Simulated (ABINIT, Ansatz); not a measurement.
## Converging GW for WSe2 (P6_3/mmc) in ABINIT

Wanted: a converged G0W0 gap of WSe2 (P6_3/mmc), or an estimate of the limit.

Main program and level: ABINIT 10.8.3; PBE and many-body steps on it, plane waves.

The database entry behind the starting cell differs from later determinations by our own check (a about 0.2 % long), so it need not match the best structure at ambient conditions.

### 1. The structure

Symmetry: P6_3/mmc, No. 194, hexagonal system. The conventional cell has a = 3.290 Å, b = 3.290 Å, c = 12.970 Å, α = 90.00°, β = 90.00°, γ = 120.00°. Nearest to W lie 6 Se at 2.53 Å. Se has 3 W at 2.53 Å nearest. Farther neighbours and most contacts between anions are not listed.

As a file:

```cif
data_structure
_symmetry_space_group_name_H-M 'P6_3/mmc'
_symmetry_Int_Tables_number 194
_cell_length_a 3.2900
_cell_length_b 3.2900
_cell_length_c 12.9700
_cell_angle_alpha 90.000
_cell_angle_beta 90.000
_cell_angle_gamma 120.000
_cell_volume 121.58
loop_
_atom_site_label
_atom_site_type_symbol
_atom_site_symmetry_multiplicity
_atom_site_Wyckoff_symbol
_atom_site_fract_x
_atom_site_fract_y
_atom_site_fract_z
_atom_site_occupancy
W1 W 2 c 0.33333 0.66667 0.25000 1
Se1 Se 4 f 0.33333 0.66667 0.62100 1
```

The cell and positions come from the Crystallography Open Database and are kept as given unless a step says otherwise. Spin-orbit coupling is left out unless a step names it.

### 2. Empty states on the mesh, 6×6×1 mesh, 466 bands

This step: ABINIT 10.8.3; DFT, PBE, plane waves, norm-conserving pseudopotentials.

The sums over transitions need many empty states on a uniform mesh; this step solves for them.

Input file run.abi:

```
acell 3*1.0 Angstrom
rprim 
  3.290000000028 -0.000000000007 0.000000000000
  -1.645000000008 2.849223578479 0.000000000000
  0.000000000000 0.000000000000 12.970000000000
ntypat 2
znucl 74 34
natom 6
typat 1 1 2 2 2 2
xred 
  0.333333333333 0.666666666667 0.250000000000
  0.666666666667 0.333333333333 0.750000000000
  0.333333333333 0.666666666667 0.621000000000
  0.666666666667 0.333333333333 0.121000000000
  0.333333333333 0.666666666667 0.879000000000
  0.666666666667 0.333333333333 0.379000000000
pp_dirpath "pseudos"
pseudos "W.upf, Se.upf"
ecut 58
ngkpt 6 6 1
nshiftk 1
shiftk 0 0 0
kptopt 1
chksymbreak 0
iscf -2
irdden 1
istwfk *1
nband 466
nbdbuf 42
tolwfr 1e-09
nstep 60
prtvol 0
indata_prefix "in"
outdata_prefix "out"
tmpdata_prefix "tmp"
```

On the command line:

```sh
> OMP_NUM_THREADS=2 mpirun -n 7 abinit run.abi > log
```

Numbers of over 12 decimals in the logs are rounded to 6 here.

The program printed:

```text
.Version 10.8.3 of ABINIT. v10.8.2 released Aug 2026.

 Symmetries : space group P6_3/m m c (#194); Bravais hP (primitive hexag.)
[... echo of the input left out ...]
== DATASET  1 ==================================================================
-   mpi_nproc: 7, omp_nthreads: 2 (-1 if OMP is not activated)

--- !DatasetInfo
iteration_state: {dtset: 1, }
dimensions: {natom: 6, nkpt: 7, mband: 466, nsppol: 1, nspinor: 1, nspden: 1, mpw: 17365, }
cutoff_energies: {ecut:  58.0, pawecutdg:  -1.0, }
[...]
4.60749    4.61714    4.61714    4.62220    4.65183    4.66550    4.68308    4.68415
   4.68886    4.69581    4.69668    4.69898    4.70059    4.70211    4.70362    4.70931
   4.71480    4.72339
 prteigrs : prtvol=0 or 1, do not print more k-points.

== END DATASET(S) ==============================================================
================================================================================

 -outvars: echo values of variables after computation  --------
            nband         466
             nkpt           7
          spgroup         194
 [... the other variables as echoed above ...]

 Calculation completed.
```

Elapsed: 7.2 min, on 7 MPI ranks of Arm Neoverse V2, shared host; peak memory 1.8 GiB; 80 min of CPU time.

Numbers from this step:

```
gap                                                           : 0.9782 eV
k of the valence top                                          : 0, 0, 0
k of the conduction bottom                                    : 0.1667, 0.1667, 0
least direct gap                                              : 1.524 eV
k points computed                                             : 7
lowest point of the top converged band, above the valence top : 106.7282 eV
```

On this mesh the gap is 0.978 eV.

The density comes from a self-consistent run that is not shown.

### 3. Screening, 6×6×1 mesh, 107 bands, screening to 76.2 eV

The RPA dielectric matrix is built and inverted for each q.

This step: RPA screening on PBE, plane waves, norm-conserving pseudopotentials.

run.abi: that of step 2 with these lines changed.

```diff
@@ -24,10 +24,11 @@
 chksymbreak 0
-iscf -2
-irdden 1
 istwfk *1
-nband 466
-nbdbuf 42
-tolwfr 1e-09
-nstep 60
-prtvol 0
+occopt 1
+irdwfk 1
+optdriver 3
+nband 107
+ecuteps 2.8
+inclvkb 2
+awtr 1
+symchi 1
 indata_prefix "in"
```

On the command line:

```sh
> OMP_NUM_THREADS=1 mpirun -n 16 abinit run.abi > log
```

The program printed:

```text
.Version 10.8.3 of ABINIT. v10.8.2 released Aug 2026.

 Symmetries : space group P6_3/m m c (#194); Bravais hP (primitive hexag.)
[... echo of the input left out ...]
== DATASET  1 ==================================================================
-   mpi_nproc: 16, omp_nthreads: 1 (-1 if OMP is not activated)

--- !DatasetInfo
iteration_state: {dtset: 1, }
dimensions: {natom: 6, nkpt: 7, mband: 107, nsppol: 1, nspinor: 1, nspden: 1, mpw: 17365, }
cutoff_energies: {ecut:  58.0, pawecutdg:  -1.0, }
electrons: {nelect:   1.24000000E+02, charge:   0.00000000E+00, occopt:   1.00000000E+00, tsmear:   1.00000000E-02, }

 SCREENING: Calculation of the susceptibility and dielectric matrices

 Based on a program developped by R.W. Godby, V. Olevano, G. Onida, and L. Reining.
 Incorporated in ABINIT by V. Olevano, G.-M. Rignanese, and M. Torrent.
.Using double precision arithmetic ; gwpc =  8

[... cell and pseudopotentials left out ...]
--------------------------------------------------------------------------------

 ==== K-mesh for the wavefunctions ====
 Number of points in the irreducible wedge :     7
[... list of points left out ...]
 Together with 24 symmetry operations and time-reversal symmetry
 yields    36 points in the full Brillouin Zone.

 ==== Q-mesh for the screening function ====
 Number of points in the irreducible wedge :     7
[... list of points left out ...]
 Together with 24 symmetry operations and time-reversal symmetry
 yields    36 points in the full Brillouin Zone.

 setmesh: FFT mesh size selected  =    24x   24x  108
          total number of points  =        62208

 vcoul_init : cutoff-mode = AUXILIARY_FUNCTION
 q-points for optical limit:   1
     1)      0.000010    0.000020    0.000030

- screening: taking advantage of time-reversal symmetry
- Maximum band index for partially occupied states nbvw = 62
- Remaining bands to be divided among processors   nbcw = 45
- Number of bands treated by each node ~2

 Number of electrons calculated from density =  124.0000; Expected =  124.0000
 average of density, n =  0.151134
 r_s =    1.1646
 omega_plasma =   37.5005 [eV]

 calculating chi0 at frequencies [eV] :
  1    0.000000E+00    0.000000E+00
  2    0.000000E+00    3.750049E+01

--------------------------------------------------------------------------------
  q-point number  1        q = ( 0.000000, 0.000000, 0.000000) [r.l.u.]
--------------------------------------------------------------------------------
[... chi0 elements left out ...]
 For q-point:  0.000010 0.000020 0.000030
  dielectric constant =  15.2281
  dielectric constant without local fields =  16.5454

  Average fulfillment of the sum rule on Im[epsilon] for q-point    1 :     31.34  [%]
[... wings left out ...]
  q-point number  2        q = ( 0.166667, 0.000000, 0.000000) [r.l.u.]
--------------------------------------------------------------------------------
[... chi0 elements left out ...]
  Average fulfillment of the sum rule on Im[epsilon] for q-point    2 :     33.08  [%]

 [... 5 further q-points ...]
```

Elapsed: 52 s, on 16 MPI ranks; peak memory 13 GiB.

Numbers from this step:

```
ε∞ with local fields, on this mesh, along the program's q direction : 15.23
the same without local fields                                       : 16.55
plasma frequency                                                    : 37.50 eV
plane waves in the screening matrix                                 : 193
```

Local fields lower ε∞ by 8 %. On a Γ-centred mesh this coarse the value itself is usually too large, while a short band sum pulls it down.

### 4. 107 bands, 76.2 eV

The self-energy is evaluated for the states that the input lists, and the levels follow from it, in one-shot runs by the linearised quasiparticle equation.

This step: G0W0 on PBE, plane waves, norm-conserving pseudopotentials.

run.abi: that of step 3 with these lines changed.

```diff
@@ -27,8 +27,19 @@
 irdwfk 1
-optdriver 3
+optdriver 4
 nband 107
+gwcalctyp 0
+ecutsigx 58
+symsigma 1
+nkptgw 3
+kptgw 
+  0.0000000000 0.0000000000 0.0000000000
+  0.1666666667 0.1666666667 0.0000000000
+  0.3333333333 0.3333333333 0.0000000000
+bdgw 
+  61 64
+  61 64
+  61 64
 ecuteps 2.8
-inclvkb 2
-awtr 1
-symchi 1
+irdscr 1
+ppmodel 1
 indata_prefix "in"
```

The program printed:

```text
.Version 10.8.3 of ABINIT. v10.8.2 released Aug 2026.

 Symmetries : space group P6_3/m m c (#194); Bravais hP (primitive hexag.)
[... echo of the input left out ...]
== DATASET  1 ==================================================================
-   mpi_nproc: 16, omp_nthreads: 1 (-1 if OMP is not activated)

--- !DatasetInfo
iteration_state: {dtset: 1, }
dimensions: {natom: 6, nkpt: 7, mband: 107, nsppol: 1, nspinor: 1, nspden: 1, mpw: 17365, }
cutoff_energies: {ecut:  58.0, pawecutdg:  -1.0, }
electrons: {nelect:   1.24000000E+02, charge:   0.00000000E+00, occopt:   1.00000000E+00, tsmear:   1.00000000E-02, }

 SIGMA: Calculation of the GW corrections

 Based on a program developped by R.W. Godby, V. Olevano, G. Onida, and L. Reining.
 Incorporated in ABINIT by V. Olevano, G.-M. Rignanese, and M. Torrent.
.Using double precision arithmetic ; gwpc =  8

[... cell and pseudopotentials left out ...]
--------------------------------------------------------------------------------

 ==== K-mesh for the wavefunctions ====
 Number of points in the irreducible wedge :     7
[... list of points left out ...]
 Together with 24 symmetry operations and time-reversal symmetry
 yields    36 points in the full Brillouin Zone.

 ==== Q-mesh for screening function ====
 Number of points in the irreducible wedge :     7
[... list of points left out ...]
 Together with 24 symmetry operations and time-reversal symmetry
 yields    36 points in the full Brillouin Zone.

 vcoul_init : cutoff-mode = AUXILIARY_FUNCTION
 q-points for optical limit:   1
     1)      0.000010    0.000020    0.000030
 setmesh: FFT mesh size selected  =    40x   40x  180
          total number of points  =       288000

 Number of electrons calculated from density =  124.0000; Expected =  124.0000
 average of density, n =  0.151134
 r_s =    1.1646
 omega_plasma =   37.5005 [eV]

 === KS Band Gaps ===
  >>>> For spin  1
   Minimum direct gap =   1.5238 [eV], located at k-point      :   0.3333  0.3333  0.0000
   Fundamental gap    =   0.9782 [eV], Top of valence bands at :   0.0000  0.0000  0.0000
                                       Bottom of conduction at :   0.1667  0.1667  0.0000
 SIGMA fundamental parameters:
 PLASMON POLE MODEL  1
 number of plane-waves for SigmaX                17365
 number of plane-waves for SigmaC and W            193
 number of plane-waves for wavefunctions         17365
 number of bands                                   107
 number of independent spin polarizations            1
 number of spinorial components                      1
 number of k-points in IBZ                           7
 number of q-points in IBZ                           7
 number of symmetry operations                      24
 number of k-points in BZ                           36
 number of q-points in BZ                           36
 number of frequencies for dSigma/dE                 9
 frequency step for dSigma/dE [eV]                0.25
 number of omega for Sigma on real axis              0
 max omega for Sigma on real axis  [eV]           0.00
 zcut for avoiding poles [eV]                     0.10

 EPSILON^-1 parameters (SCR file):
 dimension of the eps^-1 matrix on file            193
 dimension of the eps^-1 matrix used               193
 number of plane-waves for wavefunctions         17365
 number of bands                                   107
 number of q-points in IBZ                           7
 number of frequencies                               2
 number of real frequencies                          1
 number of imag frequencies                          1

 matrix elements of self-energy operator (all in [eV])

 Perturbative Calculation

--- !SelfEnergy_ee
iteration_state: {dtset: 1, }
kpoint     : [   0.000,    0.000,    0.000, ]
spin       : 1
KS_gap     :    2.641
QP_gap     :    3.119
Delta_QP_KS:    0.478
data: !SigmaeeData |
     Band     E0 <VxcDFT>   SigX SigC(E0)      Z dSigC/dE  Sig(E)    E-E0       E
       61   8.758 -14.840 -17.168   2.786   0.810  -0.235 -14.469   0.371   9.128
       62   9.827 -16.072 -16.480   1.531   0.801  -0.248 -15.172   0.900  10.727
       63  12.468 -15.988 -11.529  -2.754   0.809  -0.237 -14.610   1.378  13.846
       64  12.468 -15.988 -11.529  -2.754   0.809  -0.237 -14.610   1.378  13.846

--- !SelfEnergy_ee
iteration_state: {dtset: 1, }
kpoint     : [   0.167,    0.167,    0.000, ]
spin       : 1
KS_gap     :    2.075
QP_gap     :    2.377
Delta_QP_KS:    0.302
data: !SigmaeeData |
     Band     E0 <VxcDFT>   SigX SigC(E0)      Z dSigC/dE  Sig(E)    E-E0       E
       61   8.691 -15.483 -16.597   2.106   0.797  -0.255 -14.693   0.790   9.481
       62   8.730 -15.625 -16.786   2.143   0.798  -0.253 -14.842   0.783   9.514
[...]
--- !SelfEnergy_ee
iteration_state: {dtset: 1, }
kpoint     : [   0.333,    0.333,    0.000, ]
spin       : 1
KS_gap     :    1.524
QP_gap     :    2.061
Delta_QP_KS:    0.538
data: !SigmaeeData |
     Band     E0 <VxcDFT>   SigX SigC(E0)      Z dSigC/dE  Sig(E)    E-E0       E
[...]
62   9.634 -15.560 -15.904   1.434   0.800  -0.250 -14.688   0.872  10.506
       63  11.158 -16.264 -11.891  -2.610   0.800  -0.250 -14.854   1.410  12.567
       64  11.158 -16.264 -11.891  -2.610   0.800  -0.250 -14.854   1.410  12.567

== END DATASET(S) ==============================================================
================================================================================

 -outvars: echo values of variables after computation  --------
           etotal      0.0000000000E+00
            nband         107
             nkpt           7
          spgroup         194
 [... the other variables as echoed above ...]

 Calculation completed.
```

The job ended after 12 s (16 MPI ranks; peak memory 6.8 GiB; 3.1 min of CPU time).

Numbers from this step:

```
G0W0 gap on the points computed              : 1.163 eV
starting gap on the mesh                     : 0.9782 eV
k of the valence top                         : 0, 0, 0
k of the conduction bottom                   : 0.1667, 0.1667, 0
Z at the valence top                         : 0.801
Z at the conduction bottom                   : 0.809
least direct G0W0 gap on the computed points : 2.061 eV
```

The gap on the mesh goes from 0.98 eV to 1.16 eV, a correction of +0.18 eV.

### 5. Screening, 6×6×1 mesh, 210 bands, screening to 141.5 eV

This step: RPA screening on PBE, plane waves, norm-conserving pseudopotentials.

run.abi: that of step 4 with these lines changed.

```diff
@@ -27,19 +27,8 @@
 irdwfk 1
-optdriver 4
-nband 107
-gwcalctyp 0
-ecutsigx 58
-symsigma 1
-nkptgw 3
-kptgw 
-  0.0000000000 0.0000000000 0.0000000000
-  0.1666666667 0.1666666667 0.0000000000
-  0.3333333333 0.3333333333 0.0000000000
-bdgw 
-  61 64
-  61 64
-  61 64
-ecuteps 2.8
-irdscr 1
-ppmodel 1
+optdriver 3
+nband 210
+ecuteps 5.2
+inclvkb 2
+awtr 1
+symchi 1
 indata_prefix "in"
```

The program printed:

```text
.Version 10.8.3 of ABINIT. v10.8.2 released Aug 2026.

 Symmetries : space group P6_3/m m c (#194); Bravais hP (primitive hexag.)
[... echo of the input left out ...]
== DATASET  1 ==================================================================
-   mpi_nproc: 16, omp_nthreads: 1 (-1 if OMP is not activated)

--- !DatasetInfo
iteration_state: {dtset: 1, }
dimensions: {natom: 6, nkpt: 7, mband: 210, nsppol: 1, nspinor: 1, nspden: 1, mpw: 17365, }
cutoff_energies: {ecut:  58.0, pawecutdg:  -1.0, }
electrons: {nelect:   1.24000000E+02, charge:   0.00000000E+00, occopt:   1.00000000E+00, tsmear:   1.00000000E-02, }

 SCREENING: Calculation of the susceptibility and dielectric matrices

 Based on a program developped by R.W. Godby, V. Olevano, G. Onida, and L. Reining.
 Incorporated in ABINIT by V. Olevano, G.-M. Rignanese, and M. Torrent.
.Using double precision arithmetic ; gwpc =  8

[... cell and pseudopotentials left out ...]
--------------------------------------------------------------------------------

 ==== K-mesh for the wavefunctions ====
 Number of points in the irreducible wedge :     7
[... list of points left out ...]
 Together with 24 symmetry operations and time-reversal symmetry
 yields    36 points in the full Brillouin Zone.

 ==== Q-mesh for the screening function ====
 Number of points in the irreducible wedge :     7
[... list of points left out ...]
 Together with 24 symmetry operations and time-reversal symmetry
 yields    36 points in the full Brillouin Zone.

 setmesh: FFT mesh size selected  =    24x   24x  120
          total number of points  =        69120

 vcoul_init : cutoff-mode = AUXILIARY_FUNCTION
 q-points for optical limit:   1
     1)      0.000010    0.000020    0.000030

- screening: taking advantage of time-reversal symmetry
- Maximum band index for partially occupied states nbvw = 62
- Remaining bands to be divided among processors   nbcw = 148
- Number of bands treated by each node ~9

 Number of electrons calculated from density =  124.0000; Expected =  124.0000
 average of density, n =  0.151134
 r_s =    1.1646
 omega_plasma =   37.5005 [eV]

 calculating chi0 at frequencies [eV] :
  1    0.000000E+00    0.000000E+00
  2    0.000000E+00    3.750049E+01

--------------------------------------------------------------------------------
  q-point number  1        q = ( 0.000000, 0.000000, 0.000000) [r.l.u.]
--------------------------------------------------------------------------------
[... chi0 elements left out ...]
 For q-point:  0.000010 0.000020 0.000030
  dielectric constant =  14.9570
  dielectric constant without local fields =  16.5945

  Average fulfillment of the sum rule on Im[epsilon] for q-point    1 :     43.76  [%]
[... wings left out ...]
  q-point number  2        q = ( 0.166667, 0.000000, 0.000000) [r.l.u.]
--------------------------------------------------------------------------------
[... chi0 elements left out ...]
  Average fulfillment of the sum rule on Im[epsilon] for q-point    2 :     45.02  [%]

 [... 5 further q-points ...]
```

Wall time 3.3 min (16 MPI ranks); peak memory 15 GiB.

Numbers from this step:

```
ε∞ with local fields, on this mesh, along the program's q direction : 14.96
the same without local fields                                       : 16.59
plasma frequency                                                    : 37.50 eV
plane waves in the screening matrix                                 : 463
```

(Continued in part 2 of 2.)

[Paths, hosts, dates, memory and timing lines, banners, echoed tables and standing remarks are left out of the program output.]

[Logs are printed without paths, hosts, clocks, repeated set-up lines and the standing remarks that a program may print on its own settings, such as how far it seeks lower states.]

[Runs of the session that timed out or met a known fault of the program may be left out.]

[Hosts, paths, dates, database ids (printed as entryN), source tags and the programs' standing remarks are cut or masked in the printed files.]

[G0W0 gaps are taken among the corrected bands and points alone; a level outside them can change the order at an edge.]

[Where Ansatz stands beside ABINIT at settings called matched, ABINIT's density can come from a denser mesh and the files from another edition; pairs whose starting gaps differed by over 0.03 eV were left out, so agreement reads better than it is.]
